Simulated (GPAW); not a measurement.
# Optical response of TiSi2, part 2 of 2

Aim: the dielectric function of TiSi2, and the optical constants that follow from it.

GPAW 26.7.0; DFT, PBE, plane-wave PAW (GPAW data sets), scalar-relativistic, RPA, optical limit.

So far. Step 2 (Ground state): There are states at the Fermi level within the smearing, so the occupations stay smeared and the carriers get a Drude term.

### Step 4. Dielectric function, RPA

Local fields let the induced charge screen the field inside the cell, which as a rule lowers ε, most along directions where the density is uneven.

This step: DFT, PBE, plane-wave PAW (GPAW data sets), scalar-relativistic, RPA, optical limit (GPAW 26.7.0).

Contents of df.py:

```python
from gpaw.response.df import DielectricFunction

df = DielectricFunction('full.gpw', frequencies={'type': 'nonlinear', 'domega0': 0.03, 'omega2': 8},
                        ecut=80,
                        eta=0.1,
                        nbands=49,
                        rate=0.1,
                        txt='df.txt')
for direction in ['x', 'y', 'z']:
    df.get_dielectric_function(xc='RPA', direction=direction, filename=f'df_{direction}.csv')
```

On the command line:

```console
$ OMP_NUM_THREADS=1 python df.py
```

Numbers of over 12 decimals in the logs are rounded to 6 here.

The log of the run:

```text
Using integrator: PointIntegrator
NonLinearFrequencyDescriptor(from 0.000 to 75.033 eV, 513 points)
Nonperiodic BCs:  [False False False]
Using integrator: PointIntegrator
NonLinearFrequencyDescriptor(from 0.000 to 75.033 eV, 513 points)
Nonperiodic BCs:  [False False False]
Using integrator: PointIntegrator

Calculating chi0 body with:
    Ground state adapter containing:
    Number of spins: 1
    Number of kpoints: 1440
    Number of irreducible kpoints: 398
    Number of completely occupied states: 18
    Number of partially occupied states: 22

    Linear response parametrization:
    q_c: [0.0, 0.0, 0.0]
    Number of frequency points: 513
    Planewave cutoff: 80.0
    Number of bands: 49
    Number of planewaves: 151
    Broadening (eta): 0.1

Integrating chi0 body.

Symmetries of q_c:
    Direct symmetries (Uq -> q): 4
    Indirect symmetries (TUq -> q): 0
In total 4 allowed symmetries.

398 groups of equivalent kpoints. 72.361111% reduction.

Integral kind: spectral function

Calculating chi0 optical extensions with:
    Ground state adapter containing:
    Number of spins: 1
    Number of kpoints: 1440
    Number of irreducible kpoints: 398
    Number of completely occupied states: 18
    Number of partially occupied states: 22

    Linear response parametrization:
    Number of frequency points: 513
    Planewave cutoff: 80.0
    Number of bands: 49
    Number of planewaves: 151
    Broadening (eta): 0.1
Integrating chi0 head and wings.

Symmetries of q_c:
    Direct symmetries (Uq -> q): 4
    Indirect symmetries (TUq -> q): 0
In total 4 allowed symmetries.

398 groups of equivalent kpoints. 72.361111% reduction.

Integral kind: spectral function wings

Calculating drude chi0 with:
    Number of frequency points:513
    Plasma frequency decay rate: 0.1 eV

    Ground state adapter containing:
    Number of spins: 1
    Number of kpoints: 1440
    Number of irreducible kpoints: 398
    Number of completely occupied states: 18
    Number of partially occupied states: 22

Symmetries of q_c:
    Direct symmetries (Uq -> q): 4
    Indirect symmetries (TUq -> q): 0
In total 4 allowed symmetries.

398 groups of equivalent kpoints. 72.361111% reduction.

Integral kind: intraband
Plasma frequency:
[[3.43+0.j 0.  +0.j 0.  -0.j]
 [0.  +0.j 2.26-0.j 0.  +0.j]
 [0.  -0.j 0.  +0.j 3.76+0.j]]
```

Elapsed: 3.1 min, on 1 thread of Intel Xeon 6975P-C (Granite Rapids), shared host; peak memory 0.87 GiB.

Sum at mesh points, not converged in k. Im ε against photon energy; read off at these points:

| photon energy (eV) | E ∥ x | E ∥ y | E ∥ z |
| --- | --- | --- | --- |
| 0.50 | 48.7 | 27.8 | 44.1 |
| 1.00 | 31.4 | 26.6 | 23.0 |
| 1.14 | 31.3 | 30.9 | 24.9 |
| 1.50 | 21.5 | 27.8 | 22.7 |
| 1.88 | 24.9 | 27.9 | 19.3 |
| 2.00 | 24.0 | 28.4 | 19.7 |
| 2.50 | 20.8 | 24.7 | 16.7 |
| 3.00 | 20.2 | 20.2 | 15.7 |
| 3.50 | 20.4 | 17.0 | 21.6 |
| 3.81 | 18.3 | 14.9 | 25.1 |
| 4.00 | 18.7 | 14.0 | 21.6 |
| 4.50 | 15.4 | 14.3 | 18.0 |
| 5.00 | 14.8 | 18.0 | 18.8 |
| 5.17 | 15.6 | 20.2 | 17.4 |
| 5.50 | 13.4 | 15.9 | 15.3 |
| 6.00 | 11.2 | 12.3 | 12.6 |
| 6.50 | 8.46 | 10.7 | 9.61 |
| 7.00 | 7.11 | 6.86 | 7.09 |
| 7.50 | 5.30 | 4.65 | 5.17 |
| 8.00 | 3.79 | 3.26 | 3.46 |
| 8.50 | 3.67 | 2.67 | 2.68 |
| 9.00 | 2.52 | 2.11 | 1.99 |
| 9.50 | 1.93 | 1.89 | 1.68 |
| 10.00 | 1.45 | 1.34 | 1.36 |
| 10.50 | 1.18 | 1.12 | 1.09 |
| 11.00 | 1.02 | 0.995 | 0.866 |
| 11.50 | 0.852 | 0.864 | 0.787 |
| 12.00 | 0.772 | 0.752 | 0.670 |
| 12.50 | 0.719 | 0.633 | 0.528 |
| 13.00 | 0.605 | 0.530 | 0.447 |
| 13.50 | 0.488 | 0.419 | 0.427 |
| 14.00 | 0.388 | 0.374 | 0.305 |
| 14.50 | 0.357 | 0.345 | 0.251 |

Values under 1 per cm are given as 1; sum at mesh points, not converged in k. The absorption coefficient by photon energy:

| photon energy (eV) | E ∥ x (1/cm) | E ∥ y (1/cm) | E ∥ z (1/cm) |
| --- | --- | --- | --- |
| 0.492 | 3.1e5 | 1.3e5 | 3.0e5 |
| 1.010 | 3.3e5 | 2.4e5 | 2.7e5 |
| 1.486 | 3.9e5 | 4.0e5 | 4.0e5 |
| 1.985 | 5.8e5 | 6.1e5 | 5.0e5 |
| 2.508 | 7.2e5 | 7.8e5 | 5.7e5 |
| 3.018 | 8.6e5 | 9.7e5 | 6.3e5 |
| 3.510 | 1.1e6 | 9.9e5 | 9.6e5 |
| 3.980 | 1.3e6 | 1.0e6 | 1.3e6 |
| 4.516 | 1.3e6 | 1.1e6 | 1.4e6 |
| 4.981 | 1.5e6 | 1.5e6 | 1.7e6 |
| 5.515 | 1.8e6 | 1.9e6 | 1.9e6 |
| 6.021 | 1.8e6 | 1.9e6 | 2.0e6 |
| 6.494 | 1.9e6 | 2.1e6 | 2.1e6 |
| 6.985 | 2.0e6 | 2.2e6 | 2.1e6 |
| 7.496 | 1.9e6 | 2.1e6 | 2.2e6 |
| 8.026 | 2.0e6 | 2.0e6 | 2.1e6 |
| 8.516 | 2.0e6 | 2.0e6 | 2.0e6 |
| 9.023 | 2.0e6 | 1.9e6 | 2.0e6 |
| 9.483 | 1.9e6 | 1.9e6 | 1.9e6 |
| 10.026 | 1.9e6 | 1.9e6 | 1.9e6 |
| 10.519 | 1.8e6 | 1.8e6 | 1.8e6 |
| 11.029 | 1.8e6 | 1.8e6 | 1.8e6 |
| 11.479 | 1.7e6 | 1.7e6 | 1.7e6 |
| 12.023 | 1.6e6 | 1.7e6 | 1.7e6 |
| 12.504 | 1.6e6 | 1.6e6 | 1.6e6 |
| 13.000 | 1.6e6 | 1.6e6 | 1.6e6 |
| 13.512 | 1.6e6 | 1.5e6 | 1.5e6 |
| 14.040 | 1.5e6 | 1.4e6 | 1.5e6 |
| 14.493 | 1.4e6 | 1.4e6 | 1.4e6 |

The reflectivity at normal incidence has structure finer than the step of the table below, so its rows give means over 0.25 eV, whole bins alone (the curve runs from 0.305 to 14.6 eV). Peaks (eV: height): E ∥ x 2.243: 53.0, 4.024: 54.7, 7.153: 64.2, 7.966: 66.7, 10.235: 71.5, 14.130: 70.8; E ∥ y 10.235: 72.6.

Sum at mesh points, not converged in k. The reflectivity at normal incidence by photon energy; means over each step:

| photon energy (eV) | E ∥ x (%) | E ∥ y (%) | E ∥ z (%) |
| --- | --- | --- | --- |
| 0.50 | 73.1 | 55.1 | 73.9 |
| 0.75 | 56.5 | 55.3 | 55.7 |
| 1.00 | 56.4 | 55.1 | 51.8 |
| 1.25 | 55.7 | 54.9 | 51.5 |
| 1.50 | 50.7 | 54.6 | 50.9 |
| 1.75 | 51.5 | 54.2 | 49.3 |
| 2.00 | 52.3 | 54.9 | 48.3 |
| 2.25 | 52.5 | 55.1 | 46.5 |
| 2.50 | 50.8 | 54.1 | 45.3 |
| 2.75 | 49.5 | 55.7 | 44.7 |
| 3.00 | 50.1 | 53.8 | 44.7 |
| 3.25 | 50.2 | 49.7 | 47.7 |
| 3.50 | 52.1 | 49.4 | 50.4 |
| 3.75 | 51.8 | 48.9 | 53.4 |
| 4.00 | 53.6 | 46.3 | 54.3 |
| 4.25 | 50.6 | 45.5 | 53.6 |
| 4.50 | 50.1 | 45.3 | 53.2 |
| 4.75 | 51.5 | 47.6 | 53.5 |
| 5.00 | 51.8 | 51.1 | 56.8 |
| 5.25 | 54.8 | 56.9 | 58.1 |
| 5.50 | 56.5 | 59.3 | 59.1 |
| 5.75 | 56.7 | 58.5 | 59.5 |
| 6.00 | 56.5 | 58.5 | 60.5 |
| 6.25 | 60.0 | 59.9 | 62.5 |
| 6.50 | 60.5 | 62.1 | 64.1 |
| 6.75 | 60.7 | 65.6 | 65.4 |
| 7.00 | 62.3 | 68.8 | 66.2 |
| 7.25 | 63.9 | 69.8 | 67.7 |
| 7.50 | 61.8 | 70.3 | 69.1 |
| 7.75 | 63.8 | 71.0 | 71.2 |
| 8.00 | 66.0 | 71.0 | 71.8 |
| 8.25 | 62.8 | 69.8 | 71.7 |
| 8.50 | 64.1 | 70.2 | 72.3 |
| 8.75 | 67.3 | 70.3 | 73.2 |
| 9.00 | 68.5 | 69.8 | 73.0 |
| 9.25 | 68.9 | 69.0 | 72.9 |
| 9.50 | 69.5 | 69.2 | 71.8 |
| 9.75 | 70.2 | 71.0 | 71.7 |
| 10.00 | 71.2 | 72.2 | 72.6 |
| 10.25 | 71.3 | 72.3 | 72.9 |
| 10.50 | 70.4 | 70.7 | 73.5 |
| 10.75 | 69.3 | 69.6 | 74.0 |
| 11.00 | 69.9 | 70.0 | 74.0 |
| 11.25 | 69.3 | 69.5 | 73.3 |
| 11.50 | 70.0 | 69.2 | 72.6 |
| 11.75 | 69.7 | 68.9 | 72.9 |
| 12.00 | 67.4 | 68.9 | 72.6 |
| 12.25 | 66.4 | 69.1 | 73.6 |
| 12.50 | 67.0 | 69.9 | 74.2 |
| 12.75 | 68.1 | 70.0 | 74.2 |
| 13.00 | 66.9 | 70.2 | 74.1 |
| 13.25 | 68.0 | 71.3 | 73.1 |
| 13.50 | 69.3 | 71.7 | 71.9 |
| 13.75 | 69.8 | 71.4 | 73.5 |
| 14.00 | 70.5 | 70.0 | 76.0 |
| 14.25 | 70.0 | 68.7 | 76.3 |

Sum at mesh points, not converged in k. The Im ε, E ∥ x by photon energy; read off at these points:

| photon energy (eV) | without local fields | with local fields |
| --- | --- | --- |
| 0.50 | 48.6 | 48.7 |
| 1.00 | 31.7 | 31.4 |
| 1.50 | 22.0 | 21.5 |
| 1.88 | 25.5 | 24.9 |
| 2.00 | 24.5 | 24.0 |
| 2.50 | 21.2 | 20.8 |
| 3.00 | 20.9 | 20.2 |
| 3.50 | 21.1 | 20.4 |
| 4.00 | 19.0 | 18.7 |
| 4.50 | 15.6 | 15.4 |
| 5.00 | 15.4 | 14.8 |
| 5.50 | 13.6 | 13.4 |
| 6.00 | 11.6 | 11.2 |
| 6.50 | 8.70 | 8.46 |
| 7.00 | 7.38 | 7.11 |
| 7.50 | 5.54 | 5.30 |
| 8.00 | 3.82 | 3.79 |
| 8.50 | 3.64 | 3.67 |
| 9.00 | 2.49 | 2.52 |
| 9.50 | 1.89 | 1.93 |
| 10.00 | 1.40 | 1.45 |
| 10.50 | 1.16 | 1.18 |
| 11.00 | 0.969 | 1.02 |
| 11.50 | 0.780 | 0.852 |
| 12.00 | 0.713 | 0.772 |
| 12.50 | 0.592 | 0.719 |
| 13.00 | 0.479 | 0.605 |
| 13.50 | 0.365 | 0.488 |
| 14.00 | 0.286 | 0.388 |
| 14.50 | 0.263 | 0.357 |

Sum at mesh points, not converged in k. The loss function −Im 1/ε at q → 0 by energy loss; read off at these points:

| energy loss (eV) | E ∥ x | E ∥ y | E ∥ z |
| --- | --- | --- | --- |
| 0.5 | 0.0172 | 0.0225 | 0.0182 |
| 1.0 | 0.0264 | 0.0187 | 0.0352 |
| 1.5 | 0.0373 | 0.0240 | 0.0350 |
| 2.0 | 0.0366 | 0.0293 | 0.0418 |
| 2.5 | 0.0448 | 0.0376 | 0.0475 |
| 3.0 | 0.0463 | 0.0496 | 0.0440 |
| 3.5 | 0.0487 | 0.0585 | 0.0396 |
| 4.0 | 0.0530 | 0.0707 | 0.0463 |
| 4.5 | 0.0649 | 0.0674 | 0.0554 |
| 5.0 | 0.0665 | 0.0552 | 0.0510 |
| 5.5 | 0.0646 | 0.0539 | 0.0557 |
| 6.0 | 0.0733 | 0.0647 | 0.0600 |
| 6.5 | 0.0741 | 0.0617 | 0.0604 |
| 7.0 | 0.0762 | 0.0576 | 0.0640 |
| 7.5 | 0.0918 | 0.0641 | 0.0656 |
| 8.0 | 0.0854 | 0.0725 | 0.0676 |
| 8.5 | 0.0989 | 0.0846 | 0.0751 |
| 9.0 | 0.0956 | 0.0969 | 0.0825 |
| 9.5 | 0.104 | 0.108 | 0.0999 |
| 10.0 | 0.110 | 0.108 | 0.104 |
| 10.5 | 0.130 | 0.133 | 0.112 |
| 11.0 | 0.146 | 0.149 | 0.125 |
| 11.5 | 0.164 | 0.172 | 0.150 |
| 12.0 | 0.210 | 0.194 | 0.166 |
| 12.5 | 0.229 | 0.209 | 0.175 |
| 13.0 | 0.265 | 0.233 | 0.204 |
| 13.5 | 0.268 | 0.256 | 0.251 |
| 14.0 | 0.301 | 0.327 | 0.236 |
| 14.5 | 0.402 | 0.398 | 0.287 |

From ε follow the optical constants at some laser and lamp lines:

| wavelength (nm) | n x | k x | R (%) x | 1/α x | n y | k y | R (%) y | 1/α y |
| --- | --- | --- | --- | --- | --- | --- | --- | --- |
| 1064 | 4.67 | 3.308 | 56.6 | 26 nm | 5.48 | 2.777 | 55.9 | 30 nm |
| 800 | 4.26 | 2.555 | 50.2 | 25 nm | 5.18 | 2.770 | 54.8 | 23 nm |
| 633 | 4.23 | 2.906 | 52.7 | 17 nm | 4.73 | 2.998 | 54.8 | 17 nm |
| 532 | 3.78 | 2.970 | 52.3 | 14 nm | 4.09 | 3.211 | 54.8 | 13 nm |
| 450 | 3.59 | 2.695 | 49.3 | 13 nm | 3.60 | 3.387 | 55.9 | 11 nm |
| 365 | 3.50 | 2.924 | 51.4 | 9.9 nm | 3.09 | 2.717 | 48.7 | 11 nm |
| 248 | 2.54 | 2.906 | 51.6 | 6.8 nm | 3.11 | 2.895 | 50.8 | 6.8 nm |

In reflection the computed colour is light grey: x = 0.316, y = 0.332, luminous reflectivity 51 %.

### Step 5. Summary of results

In words: At this level (PBE, RPA) TiSi2 is a metal. The mesh is too coarse to trust the carriers' weight, the reflectivity or the colour to better than tens of per cent. In reflection the computed colour is light grey: x = 0.316, y = 0.332, luminous reflectivity 51 %. The carriers' damping of 0.1 eV is typed, not computed; it shapes the response at the lowest energies. The curves end at 15 eV, about where the summed bands run out. In this version of GPAW the matrix elements of the optical limit are incomplete, which can lower ε − 1 by up to a tenth where first-row anions or d states rule, and shift it by more in d metals. GPAW's carrier term has the form −ωp²/(ω + i·rate)², which damps like twice the rate and fails at low energy, so the curves leave the lowest energies out. The sum runs over mesh points 0.18 Å⁻¹ apart with no interpolation, so peaks are partly noise of the mesh, and the Drude plasma energy, a sum over the Fermi surface, isn't converged.

[Machine, clock and banner lines and Python warnings are left out of the logs.]

[Logs are printed without paths, hosts, clocks, repeated set-up lines and the standing remarks that a program may print on its own settings, such as how far it seeks lower states.]

[Hosts, paths, dates, database ids (printed as entryN), source tags and the programs' standing remarks are cut or masked in the printed files.]
